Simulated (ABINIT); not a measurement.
# InSbSe3 (Pm-3m): from the cell to the phonon bands, part 3 of 5

How does InSbSe3 (Pm-3m) vibrate, and is this structure a minimum?

ABINIT 10.8.3; DFT LDA, scalar-relativistic, plane waves, HGH norm-conserving pseudopotentials.

So far. Step 5 (Self-consistent run for the response): The cell stands at -0.88 GPa: the relaxation ran with a smoothed and higher cutoff, and the difference is a stress of the finite basis. Step 6 (Linear response at Γ): The acoustic modes at Γ come out as far as 3.2 cm⁻¹ from zero, where they should vanish, a small numerical error. The lowest optical mode is imaginary, 101i cm⁻¹, an instability at this level and on this k mesh. The relaxed cell has a = 5.214 Å (conventional setting).

The structure was built from a prototype and need not be the compound's stable phase.

## (7) Zone-centre analysis

anaddb reads the merged derivatives and imposes the acoustic sum rule.

Input file anaddb.abi:

```
ddb_filepath "gamma_DDB"
output_file "anaddb.abo"
outdata_prefix "anaddb"
asr 1
chneut 1
enunit 2
eivec 1
nph1l 1
qph1l 0.0 0.0 0.0 1.0
```

Input file mrgddb.in:

```
gamma_DDB
merged
2
dfpt_gammao_DDB
gso_DDB
```

The run is started by

```sh
> mrgddb < mrgddb.in > mrgddb.log
> OMP_NUM_THREADS=1 anaddb anaddb.abi > anaddb.log
```

anaddb.abo, the main output file:

```text
-outvars_anaddb: echo values of input variables ----------------------

 Miscellaneous information :
      enunit         2
       eivec         1
         asr         1
 First list of wavevector (reduced coord.) :
       nph1l         1
       qph1l
                     0.00000000E+00  0.00000000E+00  0.00000000E+00    1.000E+00

================================================================================

 read the DDB information and perform some checks

  ==== Info on the Cryst% object ====
 Real(R)+Recip(G) space primitive vectors, cartesian coordinates (Bohr,Bohr^-1):
 R(1)=  9.8526452  0.0000000  0.0000000  G(1)=  0.1014956  0.0000000  0.0000000
 R(2)=  0.0000000  9.8526452  0.0000000  G(2)=  0.0000000  0.1014956  0.0000000
 R(3)=  0.0000000  0.0000000  9.8526452  G(3)=  0.0000000  0.0000000  0.1014956
 Unit cell volume ucvol=  9.5644176E+02 bohr^3
 Angles (23,13,12)=  9.00000000E+01  9.00000000E+01  9.00000000E+01 degrees
 Time-reversal symmetry is present
 Reduced atomic positions [iatom, xred, symbol]:
    1)    0.0000000  0.0000000  0.0000000  In
    2)    0.5000000  0.5000000  0.5000000  Sb
    3)    0.5000000  0.5000000  0.0000000  Se
    4)    0.5000000  0.0000000  0.5000000  Se
    5)    0.0000000  0.5000000  0.5000000  Se

 DDB file with 3 blocks has been read.

================================================================================

 Treat the first list of vectors

  Phonon wavevector (reduced coordinates) :  0.00000  0.00000  0.00000
 Phonon energies in Hartree :
  -4.585944E-04 -4.585944E-04 -4.585944E-04 -4.230059E-04 -4.230059E-04
  -4.230059E-04 -2.212645E-04 -2.212645E-04 -2.212645E-04  0.000000E+00
   0.000000E+00  0.000000E+00  7.147129E-04  7.147129E-04  7.147129E-04
 Phonon energies in meV     :
- -1.247899E+01 -1.247899E+01 -1.247899E+01 -1.151058E+01 -1.151058E+01
- -1.151058E+01 -6.020913E+00 -6.020913E+00 -6.020913E+00  0.000000E+00
-  0.000000E+00  0.000000E+00  1.944833E+01  1.944833E+01  1.944833E+01
 Phonon frequencies in cm-1    :
- -1.006498E+02 -1.006498E+02 -1.006498E+02 -9.283907E+01 -9.283907E+01
- -9.283907E+01 -4.856194E+01 -4.856194E+01 -4.856194E+01  0.000000E+00
-  0.000000E+00  0.000000E+00  1.568614E+02  1.568614E+02  1.568614E+02
 Phonon frequencies in Thz     :
- -3.017406E+00 -3.017406E+00 -3.017406E+00 -2.783245E+00 -2.783245E+00
- -2.783245E+00 -1.455850E+00 -1.455850E+00 -1.455850E+00  0.000000E+00
-  0.000000E+00  0.000000E+00  4.702585E+00  4.702585E+00  4.702585E+00
 Phonon energies in Kelvin  :
- -1.448127E+02 -1.448127E+02 -1.448127E+02 -1.335747E+02 -1.335747E+02
- -1.335747E+02 -6.986979E+01 -6.986979E+01 -6.986979E+01  0.000000E+00
-  0.000000E+00  0.000000E+00  2.256885E+02  2.256885E+02  2.256885E+02

 Eigendisplacements
 (will be given, for each mode : in cartesian coordinates
   for each atom the real part of the displacement vector,
   then the imaginary part of the displacement vector - absolute values smaller than 1.0d-7 are set to zero)
  Mode number    1   Energy   -4.585944E-04
 Attention : low frequency mode.
   (Could be unstable or acoustic mode)
-  1  0.00000000E+00  0.00000000E+00  5.53689398E-04
-     0.00000000E+00  0.00000000E+00  0.00000000E+00
-  2  0.00000000E+00  0.00000000E+00  1.13691511E-03
-     0.00000000E+00  0.00000000E+00  0.00000000E+00
-  3  0.00000000E+00  0.00000000E+00  3.92869282E-04
-     0.00000000E+00  0.00000000E+00  0.00000000E+00
-  4  0.00000000E+00  0.00000000E+00 -1.47552031E-03
-     0.00000000E+00  0.00000000E+00  0.00000000E+00
-  5  0.00000000E+00  0.00000000E+00 -1.47552031E-03
-     0.00000000E+00  0.00000000E+00  0.00000000E+00
  Mode number    2   Energy   -4.585944E-04
 Attention : low frequency mode.
   (Could be unstable or acoustic mode)
-  1  0.00000000E+00  5.53689398E-04  0.00000000E+00
-     0.00000000E+00  0.00000000E+00  0.00000000E+00
-  2  0.00000000E+00  1.13691511E-03  0.00000000E+00
-     0.00000000E+00  0.00000000E+00  0.00000000E+00
-  3  0.00000000E+00 -1.47552031E-03  0.00000000E+00
-     0.00000000E+00  0.00000000E+00  0.00000000E+00
-  4  0.00000000E+00  3.92869282E-04  0.00000000E+00
-     0.00000000E+00  0.00000000E+00  0.00000000E+00
-  5  0.00000000E+00 -1.47552031E-03  0.00000000E+00
-     0.00000000E+00  0.00000000E+00  0.00000000E+00
  Mode number    3   Energy   -4.585944E-04
 Attention : low frequency mode.
   (Could be unstable or acoustic mode)
-  1  5.53689398E-04  0.00000000E+00  0.00000000E+00
-     0.00000000E+00  0.00000000E+00  0.00000000E+00
-  2  1.13691511E-03  0.00000000E+00  0.00000000E+00
-     0.00000000E+00  0.00000000E+00  0.00000000E+00
-  3 -1.47552031E-03  0.00000000E+00  0.00000000E+00
-     0.00000000E+00  0.00000000E+00  0.00000000E+00
-  4 -1.47552031E-03  0.00000000E+00  0.00000000E+00
-     0.00000000E+00  0.00000000E+00  0.00000000E+00
-  5  3.92869282E-04  0.00000000E+00  0.00000000E+00
-     0.00000000E+00  0.00000000E+00  0.00000000E+00
  Mode number    4   Energy   -4.230059E-04
 Attention : low frequency mode.
   (Could be unstable or acoustic mode)
-  1  0.00000000E+00  0.00000000E+00  0.00000000E+00
-     0.00000000E+00  0.00000000E+00  0.00000000E+00
-  2  0.00000000E+00  0.00000000E+00  0.00000000E+00
-     0.00000000E+00  0.00000000E+00  0.00000000E+00
-  3  0.00000000E+00  0.00000000E+00  0.00000000E+00
-     0.00000000E+00  0.00000000E+00  0.00000000E+00
-  4  0.00000000E+00  0.00000000E+00  1.86380890E-03
-     0.00000000E+00  0.00000000E+00  0.00000000E+00
-  5  0.00000000E+00  0.00000000E+00 -1.86380890E-03
-     0.00000000E+00  0.00000000E+00  0.00000000E+00
  Mode number    5   Energy   -4.230059E-04
 Attention : low frequency mode.
   (Could be unstable or acoustic mode)
-  1  0.00000000E+00  0.00000000E+00  0.00000000E+00
-     0.00000000E+00  0.00000000E+00  0.00000000E+00
-  2  0.00000000E+00  0.00000000E+00  0.00000000E+00
-     0.00000000E+00  0.00000000E+00  0.00000000E+00
-  3  0.00000000E+00 -1.86380890E-03  0.00000000E+00
-     0.00000000E+00  0.00000000E+00  0.00000000E+00
-  4  0.00000000E+00  0.00000000E+00  0.00000000E+00
-     0.00000000E+00  0.00000000E+00  0.00000000E+00
-  5  0.00000000E+00  1.86380890E-03  0.00000000E+00
-     0.00000000E+00  0.00000000E+00  0.00000000E+00
  Mode number    6   Energy   -4.230059E-04
 Attention : low frequency mode.
   (Could be unstable or acoustic mode)
-  1  0.00000000E+00  0.00000000E+00  0.00000000E+00
-     0.00000000E+00  0.00000000E+00  0.00000000E+00
-  2  0.00000000E+00  0.00000000E+00  0.00000000E+00
-     0.00000000E+00  0.00000000E+00  0.00000000E+00
-  3  1.86380890E-03  0.00000000E+00  0.00000000E+00
-     0.00000000E+00  0.00000000E+00  0.00000000E+00
-  4 -1.86380890E-03  0.00000000E+00  0.00000000E+00
-     0.00000000E+00  0.00000000E+00  0.00000000E+00
-  5  0.00000000E+00  0.00000000E+00  0.00000000E+00
-     0.00000000E+00  0.00000000E+00  0.00000000E+00
  Mode number    7   Energy   -2.212645E-04
 Attention : low frequency mode.
   (Could be unstable or acoustic mode)
-  1  0.00000000E+00  0.00000000E+00  1.81990780E-03
-     0.00000000E+00  0.00000000E+00  0.00000000E+00
-  2  0.00000000E+00  0.00000000E+00 -9.93607278E-04
-     0.00000000E+00  0.00000000E+00  0.00000000E+00
-  3  0.00000000E+00  0.00000000E+00 -7.32059518E-04
-     0.00000000E+00  0.00000000E+00  0.00000000E+00
-  4  0.00000000E+00  0.00000000E+00 -1.91177960E-04
-     0.00000000E+00  0.00000000E+00  0.00000000E+00
-  5  0.00000000E+00  0.00000000E+00 -1.91177960E-04
-     0.00000000E+00  0.00000000E+00  0.00000000E+00
  Mode number    8   Energy   -2.212645E-04
 Attention : low frequency mode.
   (Could be unstable or acoustic mode)
-  1  0.00000000E+00  1.81990780E-03  0.00000000E+00
-     0.00000000E+00  0.00000000E+00  0.00000000E+00
-  2  0.00000000E+00 -9.93607278E-04  0.00000000E+00
-     0.00000000E+00  0.00000000E+00  0.00000000E+00
-  3  0.00000000E+00 -1.91177960E-04  0.00000000E+00
-     0.00000000E+00  0.00000000E+00  0.00000000E+00
-  4  0.00000000E+00 -7.32059518E-04  0.00000000E+00
-     0.00000000E+00  0.00000000E+00  0.00000000E+00
-  5  0.00000000E+00 -1.91177960E-04  0.00000000E+00
-     0.00000000E+00  0.00000000E+00  0.00000000E+00
  Mode number    9   Energy   -2.212645E-04
 Attention : low frequency mode.
   (Could be unstable or acoustic mode)
-  1  1.81990780E-03  0.00000000E+00  0.00000000E+00
-     0.00000000E+00  0.00000000E+00  0.00000000E+00
-  2 -9.93607278E-04  0.00000000E+00  0.00000000E+00
-     0.00000000E+00  0.00000000E+00  0.00000000E+00
-  3 -1.91177960E-04  0.00000000E+00  0.00000000E+00
-     0.00000000E+00  0.00000000E+00  0.00000000E+00
-  4 -1.91177960E-04  0.00000000E+00  0.00000000E+00
-     0.00000000E+00  0.00000000E+00  0.00000000E+00
-  5 -7.32059518E-04  0.00000000E+00  0.00000000E+00
-     0.00000000E+00  0.00000000E+00  0.00000000E+00
  Mode number   10   Energy    0.000000E+00
 Attention : low frequency mode.
   (Could be unstable or acoustic mode)
-  1  0.00000000E+00  0.00000000E+00 -1.07644015E-03
-     0.00000000E+00  0.00000000E+00  0.00000000E+00
-  2  0.00000000E+00  0.00000000E+00 -1.07639721E-03
-     0.00000000E+00  0.00000000E+00  0.00000000E+00
-  3  0.00000000E+00  0.00000000E+00 -1.07640355E-03
-     0.00000000E+00  0.00000000E+00  0.00000000E+00
-  4  0.00000000E+00  0.00000000E+00 -1.07642932E-03
-     0.00000000E+00  0.00000000E+00  0.00000000E+00
-  5  0.00000000E+00  0.00000000E+00 -1.07642932E-03
-     0.00000000E+00  0.00000000E+00  0.00000000E+00
  Mode number   11   Energy    0.000000E+00
 Attention : low frequency mode.
   (Could be unstable or acoustic mode)
-  1  0.00000000E+00 -1.07644015E-03  0.00000000E+00
-     0.00000000E+00  0.00000000E+00  0.00000000E+00
-  2  0.00000000E+00 -1.07639721E-03  0.00000000E+00
-     0.00000000E+00  0.00000000E+00  0.00000000E+00
-  3  0.00000000E+00 -1.07642932E-03  0.00000000E+00
-     0.00000000E+00  0.00000000E+00  0.00000000E+00
-  4  0.00000000E+00 -1.07640355E-03  0.00000000E+00
-     0.00000000E+00  0.00000000E+00  0.00000000E+00
-  5  0.00000000E+00 -1.07642932E-03  0.00000000E+00
-     0.00000000E+00  0.00000000E+00  0.00000000E+00
  Mode number   12   Energy    0.000000E+00
 Attention : low frequency mode.
   (Could be unstable or acoustic mode)
-  1  1.07644015E-03  0.00000000E+00  0.00000000E+00
-     0.00000000E+00  0.00000000E+00  0.00000000E+00
-  2  1.07639721E-03  0.00000000E+00  0.00000000E+00
-     0.00000000E+00  0.00000000E+00  0.00000000E+00
-  3  1.07642932E-03  0.00000000E+00  0.00000000E+00
-     0.00000000E+00  0.00000000E+00  0.00000000E+00
-  4  1.07642932E-03  0.00000000E+00  0.00000000E+00
-     0.00000000E+00  0.00000000E+00  0.00000000E+00
-  5  1.07640355E-03  0.00000000E+00  0.00000000E+00
-     0.00000000E+00  0.00000000E+00  0.00000000E+00
  Mode number   13   Energy    7.147129E-04
-  1  0.00000000E+00  0.00000000E+00  1.94553989E-05
-     0.00000000E+00  0.00000000E+00  0.00000000E+00
-  2  0.00000000E+00  0.00000000E+00  1.03306169E-03
-     0.00000000E+00  0.00000000E+00  0.00000000E+00
-  3  0.00000000E+00  0.00000000E+00 -2.25802241E-03
-     0.00000000E+00  0.00000000E+00  0.00000000E+00
-  4  0.00000000E+00  0.00000000E+00  3.18393377E-04
-     0.00000000E+00  0.00000000E+00  0.00000000E+00
-  5  0.00000000E+00  0.00000000E+00  3.18393377E-04
-     0.00000000E+00  0.00000000E+00  0.00000000E+00
  Mode number   14   Energy    7.147129E-04
-  1  0.00000000E+00 -1.94553989E-05  0.00000000E+00
-     0.00000000E+00  0.00000000E+00  0.00000000E+00
-  2  0.00000000E+00 -1.03306169E-03  0.00000000E+00
-     0.00000000E+00  0.00000000E+00  0.00000000E+00
-  3  0.00000000E+00 -3.18393377E-04  0.00000000E+00
-     0.00000000E+00  0.00000000E+00  0.00000000E+00
-  4  0.00000000E+00  2.25802241E-03  0.00000000E+00
-     0.00000000E+00  0.00000000E+00  0.00000000E+00
-  5  0.00000000E+00 -3.18393377E-04  0.00000000E+00
-     0.00000000E+00  0.00000000E+00  0.00000000E+00
  Mode number   15   Energy    7.147129E-04
-  1  1.94553989E-05  0.00000000E+00  0.00000000E+00
-     0.00000000E+00  0.00000000E+00  0.00000000E+00
-  2  1.03306169E-03  0.00000000E+00  0.00000000E+00
-     0.00000000E+00  0.00000000E+00  0.00000000E+00
-  3  3.18393377E-04  0.00000000E+00  0.00000000E+00
-     0.00000000E+00  0.00000000E+00  0.00000000E+00
-  4  3.18393377E-04  0.00000000E+00  0.00000000E+00
-     0.00000000E+00  0.00000000E+00  0.00000000E+00
-  5 -2.25802241E-03  0.00000000E+00  0.00000000E+00
-     0.00000000E+00  0.00000000E+00  0.00000000E+00

 Analysis of degeneracies and characters (maximum tolerance=1.00E-06 a.u.)
 For each vibration mode, or group of modes if degenerate,
 the characters are given for each symmetry operation (see the list in the log file).
 Symmetry characters of vibration mode #   1
       degenerate with vibration modes #   2 to    3
  3.0 -3.0 -1.0  1.0 -1.0  1.0 -1.0  1.0  1.0 -1.0 -1.0  1.0  1.0 -1.0 -1.0  1.0
  0.0 -0.0  0.0 -0.0 -0.0  0.0 -0.0  0.0  1.0 -1.0 -1.0  1.0 -1.0  1.0  1.0 -1.0
  0.0 -0.0 -0.0  0.0 -0.0  0.0  0.0 -0.0  1.0 -1.0  1.0 -1.0 -1.0  1.0 -1.0  1.0
 Symmetry characters of vibration mode #   4
       degenerate with vibration modes #   5 to    6
  3.0 -3.0 -1.0  1.0 -1.0  1.0 -1.0  1.0 -1.0  1.0  1.0 -1.0 -1.0  1.0  1.0 -1.0
  0.0 -0.0  0.0 -0.0 -0.0  0.0 -0.0  0.0 -1.0  1.0  1.0 -1.0  1.0 -1.0 -1.0  1.0
  0.0 -0.0 -0.0  0.0 -0.0  0.0  0.0 -0.0 -1.0  1.0 -1.0  1.0  1.0 -1.0  1.0 -1.0
 Symmetry characters of vibration mode #   7
       degenerate with vibration modes #   8 to    9
  3.0 -3.0 -1.0  1.0 -1.0  1.0 -1.0  1.0  1.0 -1.0 -1.0  1.0  1.0 -1.0 -1.0  1.0
  0.0 -0.0  0.0 -0.0 -0.0  0.0 -0.0  0.0  1.0 -1.0 -1.0  1.0 -1.0  1.0  1.0 -1.0
  0.0 -0.0 -0.0  0.0 -0.0  0.0  0.0 -0.0  1.0 -1.0  1.0 -1.0 -1.0  1.0 -1.0  1.0
 Symmetry characters of vibration mode #  10
       degenerate with vibration modes #  11 to   12
  3.0 -3.0 -1.0  1.0 -1.0  1.0 -1.0  1.0  1.0 -1.0 -1.0  1.0  1.0 -1.0 -1.0  1.0
  0.0 -0.0  0.0 -0.0 -0.0  0.0 -0.0  0.0  1.0 -1.0 -1.0  1.0 -1.0  1.0  1.0 -1.0
  0.0 -0.0 -0.0  0.0 -0.0  0.0  0.0 -0.0  1.0 -1.0  1.0 -1.0 -1.0  1.0 -1.0  1.0
 Symmetry characters of vibration mode #  13
       degenerate with vibration modes #  14 to   15
  3.0 -3.0 -1.0  1.0 -1.0  1.0 -1.0  1.0  1.0 -1.0 -1.0  1.0  1.0 -1.0 -1.0  1.0
  0.0 -0.0 -0.0  0.0 -0.0  0.0 -0.0  0.0  1.0 -1.0 -1.0  1.0 -1.0  1.0  1.0 -1.0
  0.0 -0.0 -0.0  0.0 -0.0  0.0 -0.0  0.0  1.0 -1.0  1.0 -1.0 -1.0  1.0 -1.0  1.0
-
```

Run time: 0.5 s. Hardware: 1 thread of Arm Neoverse V1, shared host.

Read from the output:

- lowest optical zone-centre mode: -100.7 cm⁻¹

No LO-TO term; unit eigenvectors of the mass-weighted matrix, from anaddb's displacements. The modes at Γ (shares of kinetic energy by element, %) (negative means imaginary):

```
mode  frequency (cm⁻¹)  symmetry  In %  Sb %  Se %
   1            -100.6       T1u     6    29    65
   2            -100.6       T1u     6    29    65
   3            -100.6       T1u     6    29    65
   4             -92.8       T2u     0     0   100
   5             -92.8       T2u     0     0   100
   6             -92.8       T2u     0     0   100
   7             -48.6       T1u    69    22     9
   8             -48.6       T1u    69    22     9
   9             -48.6       T1u    69    22     9
  10               0.0  acoustic    24    26    50
  11               0.0  acoustic    24    26    50
  12               0.0  acoustic    24    26    50
  13             156.9       T1u     0    24    76
  14             156.9       T1u     0    24    76
  15             156.9       T1u     0    24    76
```

Displacements in mode 1 (-100.6 cm⁻¹), the largest set to 1:
```
In1  0.00  0.00  0.38
Sb2  0.00  0.00  0.77
Se3  0.00  0.00  0.27
Se4  0.00  0.00 -1.00
Se5  0.00  0.00 -1.00
```

Displacements in mode 13 (156.9 cm⁻¹), the largest set to 1:
```
In1  0.00  0.00  0.01
Sb2  0.00  0.00  0.46
Se3  0.00  0.00 -1.00
Se4  0.00  0.00  0.14
Se5  0.00  0.00  0.14
```

The rule moves no optical mode by more than 0.2 cm⁻¹.

(Continued in part 4 of 5.)

[Host names and launcher messages were left out of these logs when they were recorded.]

[Logs are printed without paths, hosts, clocks, repeated set-up lines and the standing remarks that a program may print on its own settings, such as how far it seeks lower states.]

[Hosts, paths, dates, database ids (printed as entryN), source tags and the programs' standing remarks are cut or masked in the printed files.]
